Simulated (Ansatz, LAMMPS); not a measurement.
# A vacancy of O at several sites of glassy 73SiO2-27K2O (mol %) (90 atoms), part 2 of 3

At which site of glassy 73SiO2-27K2O (mol %) (90 atoms) does a vacancy of O cost least, and what about the site decides it?

Ansatz 0.2.0; Kohn-Sham DFT, LDA, PAW (set soft_2), plane waves.

The cell: 22 Si, 16 K and 52 O. The quench rate of 50 K/ps is many orders above laboratory rates. The network of bonds at the start is that of the classical potential that made the cell. The Brillouin zone is sampled at Γ only, in a cell whose shortest periodic width is 11 Å.

So far. Step 2 (Single point at the start): The r.m.s. force at the start is 1.3 eV/Å. Step 3 (Relaxation): The relaxation converged after 29 steps, 8.18 eV below its start, with a largest force component of 0.044 eV/Å.

## Step 4: Single point at the relaxed geometry

One more single point at the end of the walk gives the fuller output and checks the residual forces.

input.yaml reads:

```yaml
crystal:
  lattice:
    - [11.29206, 0.0, 0.0]
    - [0.0, 11.29206, 0.0]
    - [0.0, 0.0, 11.29206]
  atoms:
    - { symbol: Si, position: [0.35982, 0.97599, 0.08699] }
    - { symbol: Si, position: [0.43462, 0.78938, 0.24548] }
    - { symbol: Si, position: [0.43833, 0.219, 0.51712] }
    - { symbol: Si, position: [0.34966, 0.32494, 0.94813] }
    - { symbol: Si, position: [0.66907, 0.12459, 0.86414] }
    - { symbol: Si, position: [0.37883, 0.42304, 0.68852] }
    [... 78 atom lines left out ...]
    - { symbol: O, position: [0.12205, 0.90568, 0.71207] }
    - { symbol: O, position: [0.8891, 0.11424, 0.35196] }
    - { symbol: O, position: [0.40556, 0.28717, 0.64109] }
    - { symbol: O, position: [0.89701, 0.69967, 0.59645] }
    - { symbol: O, position: [0.69815, 0.62378, 0.69761] }
    - { symbol: O, position: [0.28118, 0.94883, 0.54104] }
kpoints:
  mp_grid: { grid: [1, 1, 1] }
hamiltonian:
  xc: lda
scf:
  occupations: { method: fixed }
output:
  forces: true
  stress: true
  populations: true
  dos:
    method: { smearing: { sigma: 0.15 } }
    de: 0.1
    projected: { site_lists: { K: [K], O: [O], Si: [Si] } }
  eigenvalues: true
  write_density: true
  write_potential: true
  volumetric_format: npy
```

Started as:

```bash
$ ansatz run input.yaml --threads 4 --pin off --max-ram 8192MiB --backend cpu --events-out ev --progress --plain --runs-dir out
```

Standard output:

```text
[...]
Crystal: 90 atoms, lattice volume = 1439.858 Å³
Basis set: ecut = 420 eV, 28257 PW (Γ)
Bands: 362, of which v1, the nominal top of the filled ones, is band 272 counted from 1 (271 counted from 0)
Symmetry: 1 space group operations
[...]
k-points: 1
[...]
SCF iter   1: F=—  HF=-66304.426434 eV  |F-HF|=—  |Δ(HF+E_count)|=         —  Δρ=1.23e-2  dr2=1.95e0  ethr=1.77e-3  ⟨swp⟩=4.0  Hψ=1409  notcnv=0  defer=86
[...]
SCF iter  10: F=-66303.863264 eV  HF=-66303.863264 eV  |F-HF|=3.69e-8  |Δ(HF+E_count)|=   1.87e-7  Δρ=1.20e-6  dr2=3.72e-8  ethr=1.84e-11  ⟨swp⟩=22.0  Hψ=3506  notcnv=0
SCF 1 converged in 10 iterations: F = -66303.863264 eV  dr2 = 3.72e-8
[...]
SCF converged after 10 iterations
Free energy (F): -66303.863264 eV
[...]
Internal energy: -66303.863264 eV  (E = F + TS)
E sigma→0 (E₀):  -66303.863264 eV
Fermi energy:    3.595195 eV
[...]
--- Forces (eV/Å), atoms counted from 1 ---
  atom   1  Si     0.00198811    -0.00813882     0.04384967
  atom   2  Si    -0.02307340    -0.00674128     0.01290097
  atom   3  Si     0.01431515    -0.02325540    -0.00417460
  atom   4  Si    -0.00050663     0.01088811    -0.03518504
  atom   5  Si    -0.00007341     0.01793558     0.00349566
  atom   6  Si    -0.01341258     0.00970080    -0.01158046
  atom   7  Si    -0.01913316    -0.00623132    -0.00702306
  atom   8  Si    -0.00439801     0.02788507     0.01956969
  atom   9  Si    -0.02563492     0.00304953     0.02991104
  atom  10  Si    -0.02519741    -0.00140646     0.01654209
  atom  11  Si    -0.00905619    -0.01364416    -0.02641547
  atom  12  Si    -0.00959981     0.01019327    -0.03188462
  atom  13  Si     0.01848711     0.03217175    -0.03040175
  atom  14  Si     0.01611775     0.01681038    -0.01905796
[...]
atom  89  O      0.00483851    -0.00191379    -0.01462942
  atom  90  O     -0.02276285    -0.00233603     0.01696227
  max |Σ_I F_I| component: 4.43e-5 eV/Å
--- Stress (GPa, compression-positive) ---
       -2.260814       0.180024       1.140804
        0.180024      -2.028876       0.413537
        1.140804       0.413537      -1.838643
  P = ⅓ Tr σ = -2.0428 GPa (-20.428 kbar)
--- Band table (eV) ---
[...]
--- Löwdin populations: 90 sites ---
  site symbol       q [e]
     0     Si      2.4559
     1     Si      2.4140
     2     Si      2.3535
[...]
89      O      6.8032
  spilling = 0.011534 (of n_electrons = 544.000000)
```

Wall time 24 s (4 threads of Arm Neoverse V1, shared host); peak memory 1.6 GiB; 91 s of CPU time.

The run gave:

| Property | Result |
| --- | --- |
| free energy | -66303.8633 eV |
| free energy per atom | -736.7096 eV/atom |
| SCF cycles | 10 |
| pressure | -2.043 GPa |
| r.m.s. force component | 0.01196 eV/Å |
| longest force | 0.04797 eV/Å |
| Fermi energy | 3.595 eV |
| gap (highest filled to lowest empty level) | 2.893 eV |
| spilling of the projection | 0.01153 |

Löwdin charges by element and coordination (they lack the spilled electrons, 0.070 e an atom on average):

```
element  coordination  atoms  mean charge (e)  spread  least    most
      K           all     16            0.863   0.011  0.842   0.887
      O           all     52           -0.840  0.0807  -1.00  -0.755
     Si           all     22             1.64  0.0636   1.51    1.72
```

Density of states as counts of states in windows of 1 eV (from the Fermi level), total and the larger projections:

```
from (eV)  to (eV)  total   O p  Si p   O s   K p
      -18      -17    2.9   0.1   0.4   2.2   0.0
      -17      -16   24.8   0.6   3.2  18.9   0.4
      -16      -15    4.3   0.1   0.7   3.3   0.1
      -15      -13    0.0   0.0   0.0   0.0   0.0
      -13      -12   47.3   0.6   0.2   0.2  46.2
      -12      -11   49.0   0.9   0.2   0.3  47.3
      -11      -10    5.6   3.7   0.3   0.3   0.1
      -10       -9   12.5   8.4   1.0   0.7   0.1
       -9       -8   10.3   7.2   1.2   0.5   0.0
       -8       -7   22.0  16.4   3.8   0.5   0.1
       -7       -6   18.4  14.3   3.5   0.2   0.1
       -6       -5   19.9  15.7   2.3   1.2   0.1
       -5       -4   44.7  37.7   3.3   1.9   0.2
       -4       -3   59.6  53.3   2.5   1.6   0.3
       -3       -2   50.1  46.6   1.0   0.8   0.2
       -2       -1   48.7  45.0   1.5   0.3   0.3
       -1        0   18.4  17.4   0.4   0.1   0.1
        0        1    1.3   1.2   0.0   0.0   0.0
        1        2    0.0   0.0   0.0   0.0   0.0
        2        3    1.6   0.0   0.0   0.3   0.0
        3        4    0.8   0.0   0.0   0.1   0.0
        4        5   11.1   0.8   0.8   1.1   0.1
```

With fixed occupations the program's Fermi level is the highest filled level; weight inside the gap is the broadening of levels at its edges.

Between -26 and -18 eV lie 72 more states.

The levels nearest the highest filled one (over half full), pooled over k-points and spins:

```
level less the highest filled one (eV)  occupation
                                -0.765           2
                                -0.663           2
                                -0.503           2
                                -0.471           2
                                -0.202           2
                                     0           2
                                  2.89           0
                                  4.06           0
                                  4.32           0
                                  4.41           0
                                  4.49           0
                                  4.75           0
```

Electrostatic potential energy in the bc plane at fractional x = 0.685, with atoms of Si and K and O within 0.2 Å of it. With pseudopotentials it is smooth inside the atoms' cores, unlike the true potential.

Values in eV, 13 rows by 16 columns, each cell a mean:
```
  0  -1 -11 -27  -4   7   6 -11 -40 -27  -9   5   8   6   8   5
-16 -32 -38  -6   7   9   2 -26 -12  -1   8   9   7   6   8  -2
  6 -12 -18  -1   8   9   4 -16  -3   6   8   9   6   6   8   9
  8   7   4   2   8   7   0 -29 -30 -22 -24   6   8   8   9   9
  5   5   8   8   8   4 -20 -11  -9  -8 -14  -2   1 -21  -1   8
-17 -19   3   8   9   9   7   8   8   7  -1  -8   0  -9   4   5
-15 -16   3   8   9  10  10  10   9  -2 -35 -10   8   9   8   4
  5   5   7   9   9   9   9   9   7  -3 -22  -1   8   9   8   7
  7   7   8   9   9   9   9   9   5 -19 -34  -4   8   9   8   7
  7   7   8   9   9   9   9   9   8   0  -4   5   8   8   7   7
  7   7   8   8   8   8   9  10  10   9   8   8   3  -4   2   6
  8   8   9   7   1  -1 -13 -16   7   9   9   7 -13 -39 -20   4
  9   9   3 -18  -7  -2 -17 -26 -17  -7   0   6  -2 -19  -6   7
```
Columns run along b (11.3 Å; values clipped at the 3rd and 97th percentile), rows up along c (11.3 Å). Atoms in or near the plane, at fractional coordinates: Si at (0.12, 0.86), Si at (0.54, 0.96), K at (0.84, 0.09), O at (0.65, 0.48), O at (0.21, 0.99), O at (0.43, 0.07), O at (0.62, 0.70).

Valence density in the bc plane at fractional x = 0.685, with atoms of Si and K and O within 0.2 Å of it. It is the smooth field of the valence electrons, not physical close to the nuclei.

Values in e/Å³, 13 rows by 16 columns, each cell a mean:
```
0.9 0.3 0.9 3.5 1.1 0.1 0.2 0.5 0.3 0.6 1.4 0.6 0.1 0.0 0.1 0.5
1.9 0.6 0.2 0.4 0.1 0.1 0.8 3.0 1.0 0.2 0.2 0.1 0.0 0.0 0.1 1.1
0.2 0.3 0.7 0.7 0.1 0.1 0.5 1.8 0.6 0.2 0.2 0.1 0.0 0.1 0.0 0.1
0.0 0.1 0.5 0.7 0.2 0.2 0.5 0.4 0.5 2.7 3.5 0.4 0.1 0.2 0.1 0.0
0.1 0.1 0.1 0.1 0.1 0.6 2.1 0.8 0.3 1.4 2.0 0.4 0.7 3.0 1.1 0.1
1.4 1.6 0.2 0.0 0.0 0.1 0.4 0.2 0.1 0.2 0.6 0.4 0.6 1.8 0.7 0.2
1.3 1.4 0.2 0.0 0.0 0.0 0.0 0.0 0.0 1.0 5.0 1.7 0.1 0.1 0.1 0.1
0.1 0.1 0.0 0.0 0.0 0.0 0.0 0.0 0.1 0.6 2.0 0.7 0.1 0.0 0.0 0.0
0.0 0.0 0.0 0.0 0.0 0.0 0.0 0.0 0.1 0.3 0.4 0.2 0.1 0.0 0.0 0.0
0.0 0.0 0.0 0.0 0.1 0.1 0.0 0.0 0.1 0.6 0.8 0.2 0.1 0.0 0.0 0.0
0.0 0.0 0.0 0.0 0.1 0.1 0.1 0.1 0.0 0.1 0.2 0.1 0.2 0.6 0.2 0.0
0.0 0.0 0.0 0.1 0.1 0.3 2.1 2.7 0.3 0.1 0.1 0.1 1.2 3.6 1.7 0.1
0.0 0.1 0.6 2.7 1.0 0.4 2.4 3.2 0.6 0.4 0.9 0.4 0.5 1.7 0.7 0.1
```
Columns run along b (11.3 Å), rows up along c (11.3 Å). Atoms in or near the plane, at fractional coordinates: Si at (0.12, 0.86), Si at (0.54, 0.96), K at (0.84, 0.09), O at (0.65, 0.48), O at (0.21, 0.99), O at (0.43, 0.07), O at (0.62, 0.70).

Between filled and empty levels lie 2.89 eV (at Γ alone); a semilocal functional tends to put such gaps too low. In a disordered cell it changes from sample to sample, and tail or defect levels can set it. Mean Löwdin charges: K +0.86, O -0.84, Si +1.64 e (they miss 1.2 % of the electrons, so they add up to more than the cell's charge).

## Step 5: Vacancy of O, site O64

The site has 2 bonded neighbours (Si2) at 1.62 Å on average, by cutoffs that count no bonds between two metal atoms or like ions. The change is made in the relaxed cell and the atoms are relaxed again, with spin allowed.

input.yaml reads:

```yaml
crystal:
  lattice:
    - [11.29206, 0.0, 0.0]
    - [0.0, 11.29206, 0.0]
    - [0.0, 0.0, 11.29206]
  atoms:
    [... atom lines 1 to 60 left out ...]
    - { symbol: O, position: [0.39101, 0.10315, 0.13496] }
    - { symbol: O, position: [0.25543, 0.35973, 0.05375] }
    - { symbol: O, position: [0.37994, 0.87879, 0.34801] }
    - { symbol: O, position: [0.75205, 0.62621, 0.25378] }
    - { symbol: O, position: [0.58233, 0.29797, 0.2059] }
    - { symbol: O, position: [0.31558, 0.04845, 0.73584] }
    - { symbol: O, position: [0.84686, 0.54284, 0.94215] }
    [... atom lines 68 to 89 left out ...]
magnetization:
  spin_polarized: true
kpoints:
  mp_grid: { grid: [1, 1, 1] }
hamiltonian:
  xc: lda
scf:
  occupations: { method: fermi_dirac, width: 0.025 }
  lower_state_search: "off"
output:
  forces: true
  eigenvalues: true
relax:
  f_tol: 0.05
  max_steps: 90
```

Standard output:

```text
[...]
Crystal: 89 atoms, lattice volume = 1439.858 Å³
Basis set: ecut = 420 eV, 28257 PW (Γ)
Bands: 359, of which v1, the nominal top of the filled ones, is band 269 counted from 1 (268 counted from 0)
Symmetry: 1 space group operations
[...]
k-points: 1
[...]
Starting moments: Σ|m| = 1.2 μB on 2 of 89 sites
[...]
SCF iter   1: F=—  HF=-65784.936665 eV  |F-HF|=—  |Δ(HF+E_count)|=         —  Δρ=3.53e-2 (↑3.53e-2 ↓3.53e-2)  dr2=1.04e2  dr2_m=6.59e-2  M=0.000 μB ∫|m|=0.194 μB  β_m=0.30  ethr=3.10e-3  ⟨swp⟩=7.0  Hψ=3407  notcnv=0  defer=118
[...]
spin=Collinear: Resta preconditioning applied to the charge; magnetization (m = ρ↑ − ρ↓) channel mixes plain (no charge-response kernel on spin).
SCF iter   2: F=—  HF=-65762.005476 eV  |F-HF|=—  |Δ(HF+E_count)|=    2.29e1  Δρ=2.11e-2 (↑2.11e-2 ↓2.11e-2)  dr2=4.27e1  dr2_m=3.39e-2  M=0.000 μB ∫|m|=0.148 μB  β_m=0.30  ethr=3.10e-3  ⟨swp⟩=2.0  Hψ=1302  notcnv=0  defer=170
[...]
SCF iter   7: F=—  HF=-65744.970909 eV  |F-HF|=—  |Δ(HF+E_count)|=   7.26e-3  Δρ=5.72e-4 (↑5.67e-4 ↓5.72e-4)  dr2=1.16e-2  dr2_m=1.27e-3  M=0.000 μB ∫|m|=0.037 μB  β_m=0.30  ethr=8.58e-6  ⟨swp⟩=3.0  Hψ=1143  notcnv=0  defer=168
[...]
spin-set hold released at iteration 7 (site moments contracting): the magnetisation degrees of freedom join the quasi-Newton model from the next iteration; the mixer history was flushed
SCF iter   8: F=—  HF=-65744.973267 eV  |F-HF|=—  |Δ(HF+E_count)|=   2.36e-3  Δρ=4.10e-4 (↑4.09e-4 ↓4.10e-4)  dr2=6.86e-3  dr2_m=6.91e-4  M=0.000 μB ∫|m|=0.028 μB  β_m=0.65  ethr=2.17e-6  ⟨swp⟩=1.0  Hψ=550  notcnv=0  defer=168
[...]
SCF iter  12: F=-65744.979368 eV  HF=-65744.979369 eV  |F-HF|=8.88e-7  |Δ(HF+E_count)|=   1.71e-5  Δρ=1.47e-5 (↑1.47e-5 ↓1.22e-5)  dr2=8.57e-6  dr2_m=2.14e-7  M=0.000 μB ∫|m|=0.001 μB  ethr=6.20e-9  ⟨swp⟩=18.5  Hψ=4837  notcnv=0
WARN: the starting moments were not kept: the SCF closed with an absolute magnetisation of 5.3e-4 μB, where they sum to 1.2 μB in size (2 sites). That is at most 0.1 of that sum. Measured as dr2_m measures the in/out step, that magnetisation stands 2.4e-8 eV from none, [...]
SCF 1 converged in 12 iterations: F = -65744.979368 eV  dr2 = 8.57e-6
[...]
relax step   1: F+E_penalty+E_count = -65744.97936763 eV  Δ(F+E_penalty+E_count) = +0.000e0 eV  max|allowed force component| = 3.091e0 eV/Å  Δτ_max = 0.0000 Å  (12 SCF iters, dr2 threshold 6.25e-5 eV, accepted)
[... from here on, the SCF cycles and remarks between the steps are left out ...]
relax step   2: F+E_penalty+E_count = -65745.87012044 eV  Δ(F+E_penalty+E_count) = -8.908e-1 eV  max|allowed force component| = 1.387e0 eV/Å  Δτ_max = 0.1997 Å  (6 SCF iters, dr2 threshold 1.00e-4 eV, accepted)
relax step   3: F+E_penalty+E_count = -65746.00851930 eV  Δ(F+E_penalty+E_count) = -1.384e-1 eV  max|allowed force component| = 2.701e0 eV/Å  Δτ_max = 0.1949 Å  (6 SCF iters, dr2 threshold 1.00e-4 eV, accepted)
relax step   4: F+E_penalty+E_count = -65746.19214818 eV  Δ(F+E_penalty+E_count) = -1.836e-1 eV  max|allowed force component| = 5.419e-1 eV/Å  Δτ_max = 0.0694 Å  (5 SCF iters, dr2 threshold 1.00e-4 eV, accepted)
relax step   5: F+E_penalty+E_count = -65746.21040375 eV  Δ(F+E_penalty+E_count) = -1.826e-2 eV  max|allowed force component| = 5.902e-1 eV/Å  Δτ_max = 0.2000 Å  (7 SCF iters, dr2 threshold 1.84e-5 eV, accepted)
relax step   6: F+E_penalty+E_count = -65746.29913897 eV  Δ(F+E_penalty+E_count) = -8.874e-2 eV  max|allowed force component| = 2.221e-1 eV/Å  Δτ_max = 0.1521 Å  (7 SCF iters, dr2 threshold 2.18e-5 eV, accepted)
relax step   7: F+E_penalty+E_count = -65746.31743107 eV  Δ(F+E_penalty+E_count) = -1.829e-2 eV  max|allowed force component| = 1.417e-1 eV/Å  Δτ_max = 0.0460 Å  (6 SCF iters, dr2 threshold 6.98e-6 eV, accepted)
relax step   8: F+E_penalty+E_count = -65746.27809143 eV  Δ(F+E_penalty+E_count) = +3.934e-2 eV  max|allowed force component| = 3.492e-1 eV/Å  Δτ_max = 0.2000 Å  (8 SCF iters, dr2 threshold 2.84e-6 eV, rejected (line search))
relax step   9: F+E_penalty+E_count = -65746.33604708 eV  Δ(F+E_penalty+E_count) = -1.862e-2 eV  max|allowed force component| = 1.164e-1 eV/Å  Δτ_max = 0.0514 Å  (10 SCF iters, accepted)
relax step  10: F+E_penalty+E_count = -65746.34447277 eV  Δ(F+E_penalty+E_count) = -8.426e-3 eV  max|allowed force component| = 1.354e-1 eV/Å  Δτ_max = 0.1000 Å  (7 SCF iters, dr2 threshold 5.52e-6 eV, accepted)
relax step  11: F+E_penalty+E_count = -65746.30612308 eV  Δ(F+E_penalty+E_count) = +3.835e-2 eV  max|allowed force component| = 1.894e-1 eV/Å  Δτ_max = 0.1500 Å  (7 SCF iters, dr2 threshold 1.24e-5 eV, rejected (line search))
relax step  12: F+E_penalty+E_count = -65746.35191019 eV  Δ(F+E_penalty+E_count) = -7.437e-3 eV  max|allowed force component| = 6.916e-2 eV/Å  Δτ_max = 0.0395 Å  (10 SCF iters, accepted)
relax step  13: F+E_penalty+E_count = -65746.35010335 eV  Δ(F+E_penalty+E_count) = +1.807e-3 eV  max|allowed force component| = 7.340e-2 eV/Å  Δτ_max = 0.0750 Å  (9 SCF iters, rejected (line search))
relax step  14: F+E_penalty+E_count = -65746.35584010 eV  Δ(F+E_penalty+E_count) = -3.930e-3 eV  max|allowed force component| = 2.387e-2 eV/Å  Δτ_max = 0.0360 Å  (8 SCF iters, accepted)
SCF converged after 8 iterations
Magnetization: 0.0000 μB (269.0000 up, 269.0000 down)
Absolute magnetization: 0.0000 μB (∫|ρ↑−ρ↓|, with the PAW one-centre terms)
[...]
Per-site moments (μB) at R_I (Å): [(6.917388e-11, 0.650318), (2.764258e-10, 0.646885), (-4.440705e-10, 0.645729), (-3.170967e-11, 0.655743), (-2.838117e-10, [...]
Free energy (F): -65746.355840 eV
[...]
Internal energy: -65746.355840 eV  (E = F + TS)
E sigma→0 (E₀):  -65746.355840 eV
Fermi energy:    4.988939 eV
[...]
--- Forces (eV/Å), atoms counted from 1 ---
  atom   1  Si     0.00335223     0.00984747     0.00231838
  atom   2  Si    -0.00770844     0.00910605    -0.00480243
  atom   3  Si    -0.00712315     0.00522187     0.00209984
  atom   4  Si     0.00462108     0.01706004    -0.00505370
  atom   5  Si    -0.00188656     0.00252084     0.00581297
  atom   6  Si     0.00328599     0.01348944    -0.00720770
  atom   7  Si    -0.01224149     0.00253398    -0.00384251
  atom   8  Si     0.00607366    -0.00660478     0.00195469
  atom   9  Si    -0.00028122    -0.00286089     0.02387350
  atom  10  Si    -0.00319643     0.00381211     0.00620213
  atom  11  Si    -0.02031846     0.01053594     0.00325125
  atom  12  Si     0.00560518    -0.01092879    -0.00926063
  atom  13  Si     0.02080708     0.02202166    -0.00416519
  atom  14  Si     0.00548285    -0.00542718     0.00239064
[...]
atom  88  O     -0.00028789    -0.00418088    -0.01067749
  atom  89  O     -0.00034315     0.00010809     0.00130187
  max |Σ_I F_I| component: 6.94e-5 eV/Å
--- Band table (eV) ---
[...]
--- Relaxed structure (14 steps of the walk, 11 accepted, 0 SCFs on fresh bases) ---
  F+E_penalty+E_count = -65746.35584010 eV   max|allowed force component| = 2.387e-2 eV/Å
  atoms:
    - { symbol: Si, position: [0.361410, 0.977894, 0.089229] }
    - { symbol: Si, position: [0.434313, 0.791850, 0.247469] }
    - { symbol: Si, position: [0.439191, 0.222195, 0.514116] }
    - { symbol: Si, position: [0.340787, 0.319763, 0.946360] }
[...]
- { symbol: O, position: [0.279846, 0.947069, 0.542679] }
```

Elapsed: 7.5 min, on 4 threads; peak memory 2.7 GiB; 30 min of CPU time.

The program notes that starting moments were not kept.

The relaxation converged after 14 steps, 1.38 eV below its start, with a largest force component of 0.024 eV/Å.

A closer look about the place of the removed atom, after relaxation: 10 atoms, nearest first, numbered in the order of the input, with positions taken from that point.

```
atom      x      y      z  distance (Å)  bonds
Si18   0.01   0.49  -1.21          1.30      4
Si12   0.55   0.91   1.00          1.46      4
 O76   0.34  -0.34   2.06          2.12      4
 O83  -1.57   0.22  -1.46          2.15      2
 O49   1.00  -0.61  -1.94          2.26      3
 O67   2.21   0.97   0.96          2.60      4
 O56  -0.23   2.23   1.41          2.65      4
 O88   0.35   1.98  -1.77          2.67      3
Si14  -0.62  -1.61   2.27          2.86      4
 O81  -2.05  -1.25   1.63          2.90      3
```

The largest move is 0.53 Å, by O83.

## Step 6: Vacancy of O, site O85

The site has 5 bonded neighbours (K4Si) at 2.56 Å on average. 

Input and log are left out; they have the form of those shown for this kind of step.

Elapsed: 6 min, on 4 threads of Arm Neoverse V1, shared host; peak memory 2.7 GiB.

The relaxation converged after 11 steps, 0.236 eV below its start, with a largest force component of 0.032 eV/Å.

(Continued in part 3 of 3.)

[Long decimals in the printed logs are rounded to 6 places.]

[Logs are printed without paths, hosts, clocks, repeated set-up lines and the standing remarks that a program may print on its own settings, such as how far it seeks lower states.]

[Hosts, paths, dates, database ids (printed as entryN), source tags and the programs' standing remarks are cut or masked in the printed files.]
